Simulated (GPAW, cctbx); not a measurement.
## Bonding in Mg3Pb2S2 as X-rays see it

Question: by how much does bonding change the X-ray structure factors of Mg3Pb2S2, how firmly does DFT give the change, and what does a routine refinement make of it?

The start was made by putting kin elements into a known structure type; the compound need not exist, or be stable, in this form. All numbers below are calculated.

## 1. Find the equilibrium geometry

The density hangs on the geometry, so cell and atoms are relaxed first, with the symmetry held. The cutoff is set higher than for the density because stress converges slowly with plane waves.

Settings: GPAW 26.7.0, PBE, 570 eV, 4×4×4 k-points, Fermi–Dirac width 0.1 eV, BFGS to 0.03 eV/Å.

```text
cell
1.0
    -3.039500000    5.264568429    0.000000000
    -6.079000000    0.000000000    0.000000000
    -3.039500000    1.754856143    4.994333333
Pb S Mg
2 2 3
Direct
0.500000000 0.500000000 0.500000000
0.000000000 0.000000000 0.000000000
0.715266669 0.715266669 0.854199993
0.284733331 0.284733331 0.145800007
0.000000000 0.000000000 0.500000000
0.500000000 0.000000000 0.500000000
0.000000000 0.500000000 0.500000000
```

```console
$ OMP_NUM_THREADS=1 mpirun -n 4 gpaw python run.py > gpaw.log
```

```text
BFGS:    0      -22.992653        0.487131
BFGS:    1      -23.000208        0.466841
BFGS:    2      -23.072003        0.309033
BFGS:    3      -23.077046        0.328767
...
BFGS:   12      -23.136711        0.061370
BFGS:   13      -23.139114        0.030546
BFGS:   14      -23.140037        0.006894
cell  6.3838 6.3838 6.1239  58.59 58.59 60.00
volume 172.603 A^3, largest force 0.001 eV/A, largest stress 0.04 GPa
```

After 14 steps the volume has changed by +8.0 % and the energy by -0.147 eV; the largest stress left is 0.04 GPa. It took 3.8 min on 4 cores of AMD EPYC 7R13 Processor (Zen 3) (shared host), peak memory 1.4 GiB.

Relaxed structure: R-3m (no. 166), a = 6.3838 Å, b = 6.3838 Å, c = 14.6718 Å, α = 90.00°, β = 90.00°, γ = 120.00°.

| atom | mult. | x | y | z |
| --- | --- | --- | --- | --- |
| Pb1 | 3 | 1/3 | 2/3 | 1/6 |
| Pb2 | 3 | 0 | 0 | 0 |
| S1 | 6 | 1/3 | 2/3 | 0.9481 |
| Mg1 | 9 | 5/6 | 1/6 | 1/6 |

## 2. Density and charge transfer

X-rays see the whole electron density, so the PAW density is rebuilt with its core regions. Subtracting spherical free atoms from the same code cancels the cores and leaves the deformation density Δρ, the part due to bonding.

Settings: PBE, 450 eV, 5×5×5 k-points, Fermi–Dirac width 0.1 eV; primitive cell of 7 atoms.

```console
$ OMP_NUM_THREADS=1 mpirun -n 4 gpaw python run.py > gpaw.log
```

```text
|iter:   1|       0s |  -24.003947 | +0.13 |       |
|iter:   2|       1s |  -23.787940 | -1.04 | -1.29 |
|iter:   3|       2s |  -23.020785 | -1.04 | -1.34 |
...
|iter:   9|       8s |  -22.970464c| -5.98 | -4.22c|
|iter:  10|       9s |  -22.970463c| -6.73 | -4.76c|
|iter:  11|      10s |  -22.970463c| -7.49c| -5.37c|
```

```text
grid (60, 60, 60)  electrons 232.000  moved by bonding 1.260 e
deformation density beyond 0.5 A of the nuclei: max 0.094, min -0.051 e/A^3
atom        x       y       z   Voronoi charge  moment
Pb1    0.5000  0.5000  0.5000      0.036       0.00
Pb2    0.0000  0.0000  0.0000      0.055       0.00
S 3    0.2814  0.2814  0.2814     -0.300       0.00
S 4    0.7186  0.7186  0.7186     -0.300       0.00
Mg5    0.0000  0.5000  0.0000      0.170       0.00
Mg6    0.0000  0.0000  0.5000      0.170       0.00
Mg7    0.5000  1.0000  0.0000      0.170       0.00
mean inner potential of superposed free atoms 14.311 V
total magnetic moment 0.000 muB
```

Deformation density in a plane through the shortest contact of the S atom at the origin, in 0.01 e/Å³ (clipped at ±99); x from -1.6 to 4.1 Å, y from 2.4 down to -2.4 Å:

```text
  0   0  -2  -4   0   .   .  -1  -4  -1   0   0   0   0   0   0
  0  -1  -2  -3  -3   0   0  -4  -3   0   1   1   0   0  -1   0
 -1  -1   0   0   0   0  -2  -3  -2   0   0   0   0  -1  -1   0
  0   0   1   4   7   7   4   1   0  -1  -2  -2  -2  -1   0   1
  0   0   2   5   8   7   6   4   0  -3  -4  -4  -4  -2   2   3
  0   0   0  -1   .  -2   4   6   2  -3   0   .  -2  -1   5   8
  0   1   1  -3   .   .   5   9   3  -1   .   .   0  -1   6   9
  0   1   3   2   .  -2   6   7   2  -3   0   .  -2  -1   4   6
  0   1   2   2   0   0   3   3   0  -3  -4  -4  -4  -2   2   5
 -1   0   1   1   0   0   1   0  -1  -2  -2  -2  -1  -1   0   2
 -1  -1   0   0   0   0   0   0  -1  -1   0   0   0  -1  -2  -3
  0  -1  -1  -1   0   0   0  -1  -1   0   0   1   1  -1  -4  -2
  0   0  -1   0   0   0   0   0   0   0   0   0   0  -2  -4   0
```

Atoms in or within 0.15 Å of the plane: S (0.0, 0.0), Mg (2.5, 0.0) Å. Dots mark points within about 0.45 Å of a nucleus; large values next to them are atomic features.

S gains most (-0.30 e) and Mg loses most (+0.17 e), in averages over each element's sites, as electronegativity suggests. Such charges fall far short of formal ones, since overlapping free atoms already put density on their neighbours. Along the shortest contact from the S atom at the map's origin, S–Mg at 2.50 Å, Δρ is +0.07 e/Å³ at the midpoint and highest, +0.09, 1.00 Å from S (points within 0.5 Å of a nucleus left out): a modest build-up. At the midpoints of other shortest contacts it is +0.02 (Pb–Mg, 3.06 Å), -0.01 (Mg–Mg, 3.19 Å) and 0.00 (Pb–S, 3.21 Å) e/Å³. Point values carry grid noise of about 0.01 e/Å³. The run needed 11 iterations, 19 s.

## 3. From the density to structure factors

The Fourier components of Δρ, added to those of the free atoms, give the static X-ray structure factors; the Mott–Bethe relation turns them into the Fourier components V of the potential that fast electrons feel.

```text
static structure factors of the conventional cell: F in electrons, V (Mott-Bethe) in volts
   h  k  l      d  |F| table  |F| free   |F| DFT   change   |V| free  |V| DFT  change %
   1  0  1  5.1734    14.834    14.943    14.732   -0.212     0.530    0.580      9.5
   0  0  3  4.8906    46.582    46.908    46.509   -0.399     1.594    1.678      5.3
   1  0 -2  4.4151   352.782   352.216   351.065   -1.151     2.616    2.815      7.6
   1  1  0  3.1919   484.647   484.397   485.590    1.194     6.097    5.989     -1.8
   1  0  4  3.0564   458.702   458.469   459.470    1.002     5.387    5.305     -1.5
   2  0 -1  2.7165    94.261    94.265    93.249   -1.016     2.126    2.193      3.1
   1  1  3  2.6730    65.145    65.197    65.095   -0.102     1.541    1.548      0.4
   1  0 -5  2.5919    30.054    30.171    31.169    0.998     0.827    0.768     -7.2
   2  0  2  2.5867   437.430   437.072   435.720   -1.352     4.401    4.481      1.8
   0  0  6  2.4453   468.208   467.890   466.547   -1.343     5.075    5.146      1.4
   2  0 -4  2.2076   523.899   523.690   523.191   -0.498     6.209    6.230      0.3
   2  1  1  2.0687    12.666    12.577    13.180    0.603     0.174    0.152    -13.1
   2  0  5  2.0121   122.703   122.593   122.119   -0.474     2.347    2.364      0.7
   2  1 -2  2.0097   314.308   314.175   314.401    0.225     1.902    1.894     -0.4
```

The largest X-ray change is -1.35 e on 202, 0.3 % of |F|. For electrons V goes as (Z − F)/g², so a change of F counts against Z − F, which is small at low angle and wherever the atoms' terms cancel: |V| of 211 moves by -13.1 % (0.17 to 0.15 V) against +4.8 % in |F|. The last three rows still change by up to 0.60 e; the table stops while the angles are still low. The tabulated Hartree–Fock atoms differ from the free DFT atoms by up to 0.57 e, so the choice of reference atom matters too.

## 4. The functional ladder

The same geometry is run with other functionals, to see whether the bonding signal is larger than the spread between approximations. Free atoms are LDA for LDA and PBE otherwise. Any other changed setting is in the row's label.

| run | ΔF 202 (e) | ΔF 006 (e) | ΔF 110 (e) | q(S) (e) | moved (e) | time |
| --- | --- | --- | --- | --- | --- | --- |
| PBE | -1.352 | -1.343 | +1.194 | -0.300 | 1.260 | 19 s |
| LDA | -1.296 | -1.386 | +1.123 | -0.290 | 1.200 | 18 s |
| RPBE | -1.379 | -1.315 | +1.271 | -0.314 | 1.341 | 24 s |

At the base's settings ΔF(202) spans -1.379 to -1.296 e, a spread of 6 % of the PBE value; over the three listed reflections the spread is at most 12 %, so sign and size hold across the functionals. Times are from shared hosts.

## 5. Refining ordinary atoms against data with bonding

Routine crystallography fits spherical atoms. To see the bias, intensities are simulated from tabulated atoms plus the DFT change ΔF, so that bonding alone can misfit (7958 reflections of the full sphere, merged to the counts below, to 0.45 Å, 1.5 % proportional noise plus counting noise, assumed isotropic U as listed, Δρ smeared by the mean U) and refined with cctbx over different ranges.

| range | data | R1 | GooF | U Pb1 (true 0.0053) | U Pb2 (true 0.0053) | U S1 (true 0.0097) | U Mg1 (true 0.0105) | largest shift (Å) | Δρ max, min (e/Å³) |
| --- | --- | --- | --- | --- | --- | --- | --- | --- | --- |
| all data | 775 | 0.0038 | 0.96 | 0.0053 | 0.0053 | 0.0097 | 0.0105 | 0.0001 | 0.47, -0.31 |
| low resolution, d > 0.84 | 135 | 0.0032 | 1.10 | 0.0053 | 0.0053 | 0.0098 | 0.0107 | 0.0007 | 0.26, -0.14 |
| high order, d < 0.75 | 590 | 0.0042 | 0.93 | 0.0053 | 0.0053 | 0.0097 | 0.0105 | 0.0002 | 0.27, -0.27 |
| occupancies free, d > 0.7 | 222 | 0.0031 | 1.02 | 0.0053 | 0.0053 | 0.0096 | 0.0103 | 0.0003 | 0.26, -0.16 |

With all data GooF is 0.96, so at this noise the bonding hardly shows; the top residual peak lies 0.76 Å from S and 2.06 Å from Mg. No U is off by more than 3 s.u. at low resolution. With Pb1 held at 1 and the scale free, the other occupancies refine to Pb2 1.000(0.001), S1 0.999(0.003) and Mg1 0.994(0.003), within three s.u. of full.

## 6. Answer

Bonding moves 1.26 e in the primitive cell of Mg3Pb2S2 and changes the structure factors of the conventional cell in the table above by at most 1.35 e (202, 0.3 %), and among reflections above 2 % of the strongest by up to 4.8 % (211). The shortest bond, S–Mg, has Δρ = +0.07 e/Å³ at its midpoint. At the base's settings ΔF(202) spans -1.379 to -1.296 e, a spread of 6 % of the PBE value; over the three listed reflections the spread is at most 12 %, so sign and size hold across the functionals. With all data GooF is 0.96, so at this noise the bonding hardly shows. Limits: static density, frozen cores, no spin–orbit coupling.

[Outputs are excerpts: Python notices, other lines and further rows are left out; steps that failed or that the build refused (PBEsol, TPSS) are not shown.]

[Logs are printed without paths, hosts, clocks, repeated set-up lines and the standing remarks that a program may print on its own settings, such as how far it seeks lower states.]
